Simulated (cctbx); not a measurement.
## Solving a structure by charge flipping

Cell a = 7.3190 Å, b = 7.3190 Å, c = 7.3190 Å, α = 90.00°, β = 90.00°, γ = 90.00°; space group Fm-3m (no. 225); content Hg12 Lu4.

The data are simulated with cctbx, not measured: Mo Kα, λ = 0.71073 Å, to d = 0.65 Å, 50 % of the full sphere, strongest reflection 20000 counts, noise from counting, a 6 % proportional error and a noise floor of 15 counts (s.d.); no absorption.

1 earlier start (other random phases, and plain and normalised amplitudes in turn) led nowhere (symmetry correlation 0.91).

Charge flipping in P1 on plain amplitudes to 0.8 Å, δ = 1 σ, 20 % of the reflections treated as weak, 300 cycles:

```text
cycle      R  skewness
    0  0.505     1.05
   25  0.239     4.06
   50  0.282     4.15
   75  0.264     4.21
  100  0.276     4.16
  125  0.261     4.19
  150  0.291     4.06
  175  0.234     4.14
  200  0.253     4.06
  225  0.282     4.34
  250  0.273     4.21
  275  0.247     4.18
origin shift          correlation  skewness
 0.165  0.266  0.334      0.964      0.76
 0.366  0.348  0.317      0.958      0.48
 0.116  0.098  0.067      0.958      0.48
 0.483  0.146  0.376      0.991      7.24
taken: symmetry correlation 0.991, skewness 7.24
peak      x       y       z  mult  height/sigma
Q1    0.0000  0.0000  0.0000    4     14.2
Q2    0.2500  0.2500  0.2500    8     13.7
Q3    0.0000  0.0000  0.5000    4     13.0
Q4    0.0888  0.0888  0.0888   32      0.7
Q5    0.1594  0.1594  0.3406   32      0.6
Q6    0.1604  0.1604  0.1604   32      0.5
Q7    0.0000  0.2500  0.2500   24      0.5
Q8    0.0000  0.0000  0.3711   24      0.3
```

The origin is taken among those within 0.04 of the best correlation, by the skewness of the map.

Run time: 1.7 s on 1 thread of Arm Neoverse N1, with other jobs on the host, peak memory 0.07 GiB.

**Question.** Which peaks are atoms, and which elements?

Heights go roughly as Z and multiplicities must add up to the content. First model: Q1 = Hg1 (4 in the cell, height 14.2), Q2 = Hg2 (8 in the cell, height 13.7) and Q3 = Lu1 (4 in the cell, height 13.0). Against the true structure, Q1 is Hg, Q2 is Hg and Q3 is Lu; the other peaks are not atoms.

Least squares on F², isotropic:

```text
Rint 0.057, 58 unique reflections to 0.66 A
cycle     R1     wR2    GooF  max shift (A)
   1  0.1002  0.1878   4.946   0.00000
   2  0.0161  0.0380   1.001   0.00000
final R1 0.0161 wR2 0.0380 GooF 1.001  parameters 3  data/parameter 19.3
atom        x        y        z      Ueq    occ   su(xyz)  su(Uiso or U11)
Hg1    0.00000  0.00000  0.00000   0.0119  1.000  0.00000  0.0003
Hg2    0.25000  0.25000  0.25000   0.0116  1.000  0.00000  0.0002
Lu1    0.00000  0.00000  0.50000   0.0148  1.000  0.00000  0.0003
difference map: max 3.03 min -1.80 rms 0.56
Q1    0.0000  0.0000  0.5000    4    3.03  0.00 A from Lu1
Q2    0.0000  0.0000  0.0000    4    1.90  0.00 A from Hg1
Q3    0.0943  0.0943  0.3358   96    1.85  1.55 A from Lu1
Q4    0.0000  0.0000  0.2068   24    1.54  1.51 A from Hg1
Q5    0.0457  0.2141  0.2859   96    1.39  1.54 A from Hg2
```

Anisotropic refinement:

```text
Rint 0.057, 58 unique reflections to 0.66 A
cycle     R1     wR2    GooF  max shift (A)
   1  0.0160  0.0380   1.002   0.00000
final R1 0.0161 wR2 0.0380 GooF 1.001  parameters 3  data/parameter 19.3
atom        x        y        z      Ueq    occ   su(xyz)  su(Uiso or U11)
Hg1    0.00000  0.00000  0.00000   0.0119  1.000  0.00000  0.0003
Hg2    0.25000  0.25000  0.25000   0.0116  1.000  0.00000  0.0002
Lu1    0.00000  0.00000  0.50000   0.0148  1.000  0.00000  0.0003
difference map: max 3.03 min -1.80 rms 0.56
Q1    0.0000  0.0000  0.5000    4    3.03  0.00 A from Lu1
Q2    0.0000  0.0000  0.0000    4    1.90  0.00 A from Hg1
Q3    0.0943  0.0943  0.3358   96    1.85  1.55 A from Lu1
Q4    0.0000  0.0000  0.2068   24    1.54  1.51 A from Hg1
Q5    0.0457  0.2141  0.2859   96    1.39  1.54 A from Hg2
Q6    0.0000  0.0750  0.4250   48    1.27  0.78 A from Lu1
```

**Reading.** The refinement ends at R1 = 0.0161, wR2 = 0.0380, GooF = 1.00, with difference density between -1.80 and 3.03 e/Å³. Every site matches the true model in element, within 0.001 Å r.m.s., up to an allowed shift of origin.

True model:

```csv
atom,mult.,x,y,z,Ueq (Å²)
Hg1,8,1/4,1/4,3/4,0.0118
Hg2,4,1/2,0,0,0.0125
Lu1,4,0,0,0,0.0152
```

This is a model crystal, built by substitution and not relaxed, with assumed displacement parameters.

[Middle refinement cycles are left out of these outputs.]

[Logs are printed without paths, hosts, clocks, repeated set-up lines and the standing remarks that a program may print on its own settings, such as how far it seeks lower states.]
